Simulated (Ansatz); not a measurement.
# Zr (P6_3/mmc): phonon-mediated transition temperature, part 2 of 2

Each step names its level of theory.

So far, log mean phonon energy ħω_log (meV): step 2 (electron–phonon run: PseudoDojo files, PBE PseudoDojo norm-conserving) 12.5; step 3 (electron–phonon run: finite displacements, PBE) 12.5.

## (4) Resistivity: r2SCAN at its own relaxed cell

The functional sets the lattice constant, the bands and the force constants.

This step: DFT r2SCAN, scalar-relativistic, plane waves, PAW; PAW set soft_1 (Ansatz 0.2.0).

input.yaml

```yaml
crystal:
  lattice:
    - [3.2462590873, 0.0, 0.0]
    - [-1.6231295436, 2.8113428368, 0.0]
    - [0.0, 0.0, 5.1500803258]
  atoms:
    - { symbol: Zr, position: [0.3333333333, 0.6666666667, 0.25] }
    - { symbol: Zr, position: [0.6666666667, 0.3333333333, 0.75] }
kpoints:
  mp_grid: { grid: [12, 12, 6] }
hamiltonian:
  xc: r2scan
  pseudopotentials: { kind: paw, azcp: { folder: soft_1 } }
scf:
  occupations: { method: methfessel_paxton, width: 0.2 }
output:
  eigenvalues: true
phonons:
  method: dfpt
  qmesh: [6, 6, 3]
  temperatures: { t_max: 1000, t_step: 50 }
  qpath:
    path:
      - [[0.0, 0.0, 0.0], [0.5, 0.0, 0.0], [0.33333333, 0.33333333, 0.0], [0.0, 0.0, 0.0], [0.0, 0.0, 0.5], [0.5, 0.0, 0.5], [0.33333333, 0.33333333, 0.5], [0.0, 0.0, 0.5]]
      - [[0.5, 0.0, 0.5], [0.5, 0.0, 0.0]]
    npoints: 6
  electrical_resistivity:
    mesh: [24, 24, 12]
    temperatures: [20.0, 50.0, 80.0, 100.0, 150.0, 200.0, 273.0, 300.0, 400.0, 500.0, 600.0, 800.0]
  superconductivity: { mesh: [24, 24, 12], eliashberg_equations: false }
```

Run with:

```
ansatz run input.yaml --threads 16 --pin off --max-ram 92160MiB --backend cuda --events-out ev --progress --plain --runs-dir out --max-vram 78GiB
```

Numbers of over 12 decimals in the logs are rounded to 6 here.

Output:

```text
[...]
Crystal: 2 atoms, lattice volume = 47.001 Å³
Basis set: ecut = 500 eV, 1177 PW (Γ), exchange–correlation on 120×120×200 points (125 copies of the dense FFT grid, shifted against one another)
Bands: 16, of which v1, the nominal top of the filled ones, is band 12 counted from 1 (11 counted from 0)
Symmetry: 24 space group operations
k-points: 242 of 864 (irreducible under 2 space group operations, time reversal used)
[...]
SCF iter   2: F=—  HF=-8390.137136 eV  |F-HF|=—  |Δ(HF+E_count)|=   7.88e-3  S|Δr|=    0.00e0  Δρ=2.04e-2  dr2=2.36e-1  dr2_τ=6.89e-3  ethr=2.61e-3  ⟨swp⟩=3.0  Hψ=8664  notcnv=0
[...]
SCF iter   8: F=-8390.099966 eV  HF=-8390.099966 eV  |F-HF|=1.09e-11  |Δ(HF+E_count)|=  2.91e-11  S|Δr|=    0.00e0  Δρ=1.92e-7  dr2=9.98e-12  dr2_τ=8.36e-13  ethr=1.00e-12  ⟨swp⟩=5.5  Hψ=23699  notcnv=0
SCF 1 converged in 8 iterations: F = -8390.099966 eV  dr2 = 9.98e-12
[...]
DFPT response loops at Γ: preconditioner auto → Kerker (q_TF=auto, 2.439 Å⁻¹) (partly filled bands, converged f_vac=0.000); β = 1.00, the filter's whole step (`scf.mixing.beta` (0.50) is not read by the response loops under this deck's `scf.mixing.preconditioner`; to damp them name `kerker` or `kerker_dos`, under which they read `scf.mixing.beta`, and type it under 1.00, their step now; both keys bind the ground state too); Broyden in place of MSR1
[...]
NSCF: frozen V_eff on 76 k-points, pencils in batches of 32, up to order 80
[...]
NSCF: frozen V_eff on 516 k-points
[...]
SCF 2 converged in 9 iterations: F = -8390.099966 eV  dr2 = 1.10e-13
[...]
SCF converged after 8 iterations
[...]
not converged in the mesh (λ_tr; the resistivity at 20 K by 7.16 %; the resistivity at 50 K by 4.75 %; the resistivity at 80 K by 6.11 %; the resistivity at 100 K by 6.20 %; the resistivity at 150 K by 6.02 %; the resistivity at 200 K by 5.71 %; the resistivity at 273 K by 5.10 %; the resistivity at 300 K by 4.84 %; the resistivity at 400 K by 3.82 %; the resistivity at 500 K by 2.83 %; the resistivity at 600 K by  [...]
  vibrations of 108 cells: unjudged by the run; compare a larger repeat
[...]
--- Superconductivity: potentials and phonons of a 6×6×3 supercell ---
[...]
mesh         λ    ħω_log (meV)  μ* declared at (meV)
       24×24×12    0.5442          12.292               14.484
        12×12×6    0.5444          12.416               14.538
          6×6×3    0.6545          13.115               15.119
  λ by the species' shares of the modes' patterns: Zr 0.5442
[...]
0.08      3.019         3.103             -             -             -             -              -
      0.10      2.377         2.437             -             -             -             -              -
      0.12      1.809         1.851             -             -             -             -              -
      0.13      1.556         1.590             -             -             -             -              -
      0.14      1.322         1.350             -             -             -             -              -
      0.16      0.918         0.936             -             -             -             -              -
      0.20      0.359         0.365             -             -             -             -              -
[...]
vibrations of 108 cells: unjudged by the run; compare a larger repeat
[...]
```

The job ended after 4.4 min (1 × NVIDIA GB200 with 16 threads of Arm Neoverse V2, shared host; peak memory 7.6 GiB; 45 min of CPU time).

This step gave:

* volume per atom: 23.50 Å³/atom
* zero-point energy: 0.04845 eV/cell
* highest frequency, solved or plainly interpolated: 210.8 cm⁻¹
* Debye temperature (second moment): 254 K
* resistivity at 300 K: 42.7 μΩ cm, mean of the axes
* coupling constant λ: 0.5442
* density of states at the Fermi level: 0.7223 states/eV a spin and cell
* log mean phonon energy ħω_log: 12.29 meV
* transport coupling constant λ_tr: 0.5931, 0.5931, 0.6205 (xx, yy, zz)
* Drude plasma energy: 3.958, 3.958, 4.239 eV (xx, yy, zz)
* resistivity times mean free path: 16.33, 16.33, 11.84 × 10⁻¹⁶ Ω m² (xx, yy, zz)
* second-moment phonon energy ħω₂: 14.48 meV
* coupling λ by branch: 0.182, 0.116, 0.0562, 0.0698, 0.0608, 0.0592 (branches by rank of frequency)

Transition temperatures:

| μ* | McMillan Tc (K) | Allen–Dynes Tc (K) |
| --- | --- | --- |
| 0.08 | 3.02 | 3.1 |
| 0.1 | 2.38 | 2.44 |
| 0.12 | 1.81 | 1.85 |
| 0.13 | 1.56 | 1.59 |
| 0.14 | 1.32 | 1.35 |
| 0.16 | 0.918 | 0.936 |
| 0.2 | 0.359 | 0.365 |

The Eliashberg function α²F has structure finer than the step of the table below, so its rows give means over 1 meV, whole bins alone (the curve runs from 0.101 to 25.8 meV). Peaks (meV: height): α²F 10.0: 0.470, 17.5: 0.378, 21.2: 0.294; α²F tr 10.0: 0.547, 17.5: 0.361, 23.6: 0.213.

Eliashberg function α²F against phonon energy; means over each step:

| phonon energy (meV) | α²F | α²F tr |
| --- | --- | --- |
| 1 | 1.5e-4 | 9.1e-6 |
| 2 | 0.00159 | 2.8e-4 |
| 3 | 0.00365 | 0.00103 |
| 4 | 0.00665 | 0.00308 |
| 5 | 0.0286 | 0.0368 |
| 6 | 0.0598 | 0.0847 |
| 7 | 0.0849 | 0.118 |
| 8 | 0.114 | 0.158 |
| 9 | 0.186 | 0.255 |
| 10 | 0.381 | 0.441 |
| 11 | 0.257 | 0.262 |
| 12 | 0.184 | 0.184 |
| 13 | 0.148 | 0.148 |
| 14 | 0.131 | 0.132 |
| 15 | 0.117 | 0.125 |
| 16 | 0.104 | 0.124 |
| 17 | 0.236 | 0.238 |
| 18 | 0.329 | 0.320 |
| 19 | 0.255 | 0.260 |
| 20 | 0.230 | 0.240 |
| 21 | 0.259 | 0.252 |
| 22 | 0.242 | 0.235 |
| 23 | 0.178 | 0.170 |
| 24 | 0.110 | 0.122 |
| 25 | 0.0259 | 0.0244 |

## (5) What came out

| Item | Value |
| --- | --- |
| meshes | q 6×6×3, k 12×12×6, scattering 24×24×12 |
| coupling constant λ | 0.544 |
| log mean phonon energy ħω_log | 12.3 meV |
| Allen–Dynes Tc at μ* = 0.1 | 2.44 K |
| Allen–Dynes Tc at μ* = 0.13 | 1.59 K |

In the last run (r2SCAN, q 6×6×3, k 12×12×6, scattering 24×24×12), with λ = 0.54 and ħω_log = 12.3 meV, Tc at μ* = 0.13 is 1.6 K by McMillan's formula and 1.6 K by Allen and Dynes's. Allen and Dynes's formula meets the measured 0.55 K at μ* near 0.18. Raising μ* from 0.10 to 0.16 lowers the Allen–Dynes value from 2.4 to 0.94 K. The run's transport test calls it not converged in the mesh; ρ(300 K) moves by 5 % in the component that moves most. λ of these runs moves by 0 to 2 % between their two finest meshes, and Tc by more, so small gaps between the runs or to the measured value rank nothing. Over the runs, λ takes the values 0.598, 0.603 and 0.544, in the order shown. μ* is a typed number, phonons are harmonic, and spin fluctuations are left out; at μ* = 0.13 McMillan's formula turns 1 % in λ into about 4.3 % in Tc.

Computed beside measured:

```
                                                   quantity  measured  Allen–Dynes, PBE, q 6×6×3, fine 24×24×12, PseudoDojo files  Allen–Dynes, PBE, q 6×6×3, fine 24×24×12, displacements  Allen–Dynes, r2SCAN, q 6×6×3, fine 24×24×12
superconducting transition temperature (μ* = 0.13) (kelvin)      0.55                                             2.36 (+329.1 %)                                          2.45 (+345.5 %)                              1.59 (+189.1 %)
```

Measured values from Wikipedia's table of superconducting elements, as read in December (2026).

How well it matches: For the superconducting transition temperature, of the levels listed nearest comes Allen–Dynes, r2SCAN, q 6×6×3, fine 24×24×12 (+189.1 %, a clear miss) and farthest Allen–Dynes, PBE, q 6×6×3, fine 24×24×12, displacements (+345.5 %, a clear miss). Limits of convergence are named above.

[Logs are printed without paths, hosts, clocks, repeated set-up lines and the standing remarks that a program may print on its own settings, such as how far it seeks lower states.]

[Hosts, paths, dates, database ids (printed as entryN), source tags and the programs' standing remarks are cut or masked in the printed files.]
